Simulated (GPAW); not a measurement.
# A GW chain in GPAW: BaTiO3 (Pm-3m), part 2 of 2

How does a plane-wave GW calculation on BaTiO3 (Pm-3m) run from the first input to the gap?

GPAW 26.7.0; PBE and many-body steps on it, plane waves. Known limits of the many-body steps: not at the basis limit; no spin-orbit coupling; coarse k mesh.

So far. Step 3 (Bands along the symmetry lines): The gap is 1.781 eV, as in the run before at this level. Step 4 (Empty states on the mesh, 4×4×4 mesh, 347 bands): On this mesh the gap is 1.781 eV.

### Step 5. Screening and self-energy, 4×4×4 mesh, 337 bands, screening to 175 eV

G0W0 replaces the xc potential by the self-energy, built once from these orbitals. Only a window of levels is corrected, while the sums run over the empty bands that the input names.

This step: G0W0 on PBE, plane waves, PAW.

Contents of run.py:

```python
import json
import numpy as np
from gpaw.mpi import world
from gpaw.response.g0w0 import G0W0

gw = G0W0('full.gpw',
    filename='gw',
    kpts=[0, 9],
    bands=(18, 22),
    ecut=175,
    nbands=337,
    integrate_gamma='WS',
    ppa=True)
gw.calculate()
res = {mode: {k: v for k, v in r.items() if k != 'sigma_eskwn'}
       for mode, r in gw.all_results.items()}

if world.rank == 0:
    with open('result.json', 'w') as f:
        json.dump(res, f, default=lambda x: x.tolist())
```

Run with:

```bash
$ mpirun -n 4 gpaw python run.py
```

Numbers of over 12 decimals in the logs are rounded to 6 here.

Log:

```text
Using integrator: PointIntegrator
FrequencyGridDescriptor(from 0.000+0.000j to 0.000+27.211j eV, 2 points)
Nonperiodic BCs:  [False False False]
Using integrator: PointIntegrator
FrequencyGridDescriptor(from 0.000+0.000j to 0.000+27.211j eV, 2 points)
Nonperiodic BCs:  [False False False]
  ___  _ _ _
 |   || | | |
 | | || | | |
 |__ ||_____|
 |___|

BZ k-points: Symmetries present (total): 48

  [... matrices ...]
64 k-points: 4 x 4 x 4 Monkhorst-Pack grid + [1/8,1/8,1/8]
10 k-points in the irreducible part of the Brillouin zone
       k-points in crystal coordinates                weights
   0:     0.00000000    0.00000000    0.00000000          1/64
   1:     0.25000000    0.00000000    0.00000000          6/64
   2:     0.25000000    0.25000000    0.00000000         12/64
   3:     0.25000000    0.25000000    0.25000000          8/64
   4:     0.50000000    0.00000000    0.00000000          3/64
   5:     0.50000000    0.25000000    0.00000000         12/64
   6:     0.50000000    0.25000000    0.25000000         12/64
   7:     0.50000000    0.50000000    0.00000000          3/64
   8:     0.50000000    0.50000000    0.25000000          6/64
   9:     0.50000000    0.50000000    0.50000000          1/64

Distributing spins, k-points and bands (1 x 2 x 4) over 4 processes
Number of blocks: 1

Quasi particle states:
k-points (IBZ indices): [0, 9]
Band range: (18, 22)
  [... matrices ...]
Computational parameters:
Plane wave cut-off: 175 eV
Number of bands: 337
Coulomb cutoff: None
Broadening: 0.1 eV

fxc modes: GW
Kernel: RPA
Using Godby-Needs plasmon-pole approximation:
  Fitting energy: i*E0, E0 = 1.000 Hartree
Summing all q:

Calculating screened Coulomb potential
No Coulomb truncation
FrequencyGridDescriptor(from 0.000+0.000j to 0.000+27.211j eV, 2 points)
Removing empty qpoint cache files...

Calculating chi0 body with:
    Ground state adapter containing:
    Number of spins: 1
    Number of kpoints: 64
    Number of irreducible kpoints: 10
    Number of completely occupied states: 20
    Number of partially occupied states: 20
    Occupied states memory: 4.21875 M / cpu

    Linear response parametrization:
    q_c: [0.0, 0.0, 0.0]
    Number of frequency points: 2
    Planewave cutoff: 175.0
    Number of bands: 337
    Number of planewaves: 341
    Broadening (eta): 1e-06
    comm.size: 4
    kncomm.size: 4
    blockcomm.size: 1

    Memory estimate of potentially large arrays:
        chi0_wGG: 3.548615 M / cpu
Integrating chi0 body.

Symmetries of q_c:
    Direct symmetries (Uq -> q): 48
    Indirect symmetries (TUq -> q): 0
In total 48 allowed symmetries.

  [... matrices ...]
10 groups of equivalent kpoints. 84.375% reduction.

Integral kind: response function
Integrating chi0 head and wings.

Symmetries of q_c:
    Direct symmetries (Uq -> q): 48
    Indirect symmetries (TUq -> q): 0
In total 48 allowed symmetries.

  [... matrices ...]
10 groups of equivalent kpoints. 84.375% reduction.

Integral kind: response function wings

Calculating chi0 body with:
    Ground state adapter containing:
    Number of spins: 1
    Number of kpoints: 64
    Number of irreducible kpoints: 10
    Number of completely occupied states: 20
    Number of partially occupied states: 20
    Occupied states memory: 4.21875 M / cpu

    Linear response parametrization:
[... the further q-points ...]

Results:
f:      Occupation numbers
eps:     KS-eigenvalues [eV]
vxc:     KS vxc [eV]
exx:     Exact exchange [eV]
sigma:   Self-energies [eV]
dsigma:  Self-energy derivatives
Z:       Renormalization factors
qp:      QP-energies [eV]

k-point 0 (0): (0.000, 0.000, 0.000)                GW
band       f     eps     vxc     exx   sigma  dsigma       Z      qp
                                                                   GW
  18   1.000   7.503 -21.292 -25.975   4.251  -0.320   0.758   7.176
  19   1.000   7.503 -21.292 -25.972   4.251  -0.320   0.758   7.178
  20   0.000   9.422 -20.230 -12.626  -5.745  -0.306   0.766  10.845
  21   0.000   9.422 -20.230 -12.626  -5.745  -0.306   0.766  10.845

k-point 1 (9): (0.500, 0.500, 0.500)                GW
band       f     eps     vxc     exx   sigma  dsigma       Z      qp
                                                                   GW
  18   1.000   7.641 -20.823 -25.880   4.615  -0.333   0.750   7.310
  19   1.000   7.641 -20.823 -25.880   4.615  -0.333   0.750   7.309
  20   0.000  11.824 -23.759 -14.714  -6.764  -0.394   0.718  13.461
  21   0.000  11.824 -23.759 -14.713  -6.764  -0.394   0.718  13.461
```

Elapsed: 4.3 min, on 4 MPI ranks of Arm Neoverse V1, shared host; peak memory 1.9 GiB; 17 min of CPU time.

Numbers from this step:

| Item | Value |
| --- | --- |
| G0W0 gap on the points computed | 3.535 eV |
| least direct G0W0 gap on the computed points | 3.667 eV |
| Z at the valence top | 0.7503 |
| Z at the conduction bottom | 0.7656 |
| starting gap on the mesh | 1.781 eV |
| k of the valence top | 0.5, 0.5, 0.5 |
| k of the conduction bottom | 0, 0, 0 |

The gap on the mesh goes from 1.78 eV to 3.54 eV, a correction of +1.75 eV.

Limits: finite bands, cutoff and mesh; no spin-orbit coupling; coarse k mesh. v1 is the top filled band, c1 the lowest empty one. Levels before and after the correction, in eV, zero at the valence-band top of each column:

|  | conduction bottom | valence top |
| --- | --- | --- |
| Kohn-Sham | 1.78 | 0.00 |
| G0W0 | 3.54 | 0.00 |

|  | level | energy (eV) |
| --- | --- | --- |
| Kohn-Sham | Γ v2-v1 | -0.137 |
| Kohn-Sham | Γ c1-c2 | 1.781 |
| Kohn-Sham | (0.5 0.5 0.5) v2-v1 | 0.000 |
| Kohn-Sham | (0.5 0.5 0.5) c1-c2 | 4.183 |
| G0W0 | Γ v2-v1 | -0.134 |
| G0W0 | Γ c1-c2 | 3.535 |
| G0W0 | (0.5 0.5 0.5) v2-v1 | 0.000 |
| G0W0 | (0.5 0.5 0.5) c1-c2 | 6.152 |

### Step 6. Where the time went

Times are wall times on 4 MPI ranks of Arm Neoverse V1, shared host, good to a factor of about two.

| step | time | share | memory (GiB) |
| --- | --- | --- | --- |
| ground state | 11 s | 3 % | 0.74 |
| bands along the symmetry lines | 14 s | 5 % | 0.83 |
| empty states on the mesh | 35 s | 11 % | 2.2 |
| screening and self-energy | 4.3 min | 81 % | 1.9 |

### Step 7. Summary of results

```json
{
 "PBE gap": "1.78 eV, indirect",
 "G0W0 gap on the mesh": "3.54 eV",
 "GW settings": "4×4×4 mesh, 337 bands, screening to 175 eV, Godby-Needs plasmon pole",
 "known limits": "not at the basis limit; no spin-orbit coupling; coarse k mesh"
}
```

**Reading.** G0W0 moves the gap on the mesh from 1.78 eV to 3.54 eV (+1.75 eV), with Z of 0.75 and 0.77 at the edges. Only 2 of the mesh's irreducible points were corrected, so a valley elsewhere could overtake. The dearest step here is «screening and self-energy». Against experiment, by G0W0@PBE: the gap of 3.54 eV lies +0.26 eV from the measured 3.28 eV (optical, 2024); the gap of 3.54 eV lies +0.34 eV from the measured 3.2 eV (optical, 2024). An exciton line or allowed optical edge lies below the quasiparticle gap by the binding energy; a forbidden edge can push the onset above it. The calculation has static nuclei and no excitons; a measured gap holds zero-point and thermal motion, which mostly lowers it. Bands and cutoff are finite, so the gap is not at the basis limit. The miss can reach some tenths of an eV and take either sign; the mesh is an error of its own. These stock PAW sets were not made for GW. In the G0W0 run levels were corrected at 2 k points alone, so a gap called «on the mesh» is the least over those, and an edge elsewhere would be missed. The 4×4×4 mesh is coarse for this cell, which bears on the long-range parts of exchange and screening. This is the ideal cubic cell; many perovskites, halides above all, are cubic only on average, and local tilts or off-centring can widen the gap. The many-body steps are scalar-relativistic: spin-orbit coupling is not in them.

[Paths, hosts, dates, memory and timing lines, banners, echoed tables and standing remarks are left out of the program output.]

[Logs are printed without paths, hosts, clocks, repeated set-up lines and the standing remarks that a program may print on its own settings, such as how far it seeks lower states.]

[Runs of the session that timed out or met a known fault of the program may be left out.]

[Hosts, paths, dates, database ids (printed as entryN), source tags and the programs' standing remarks are cut or masked in the printed files.]
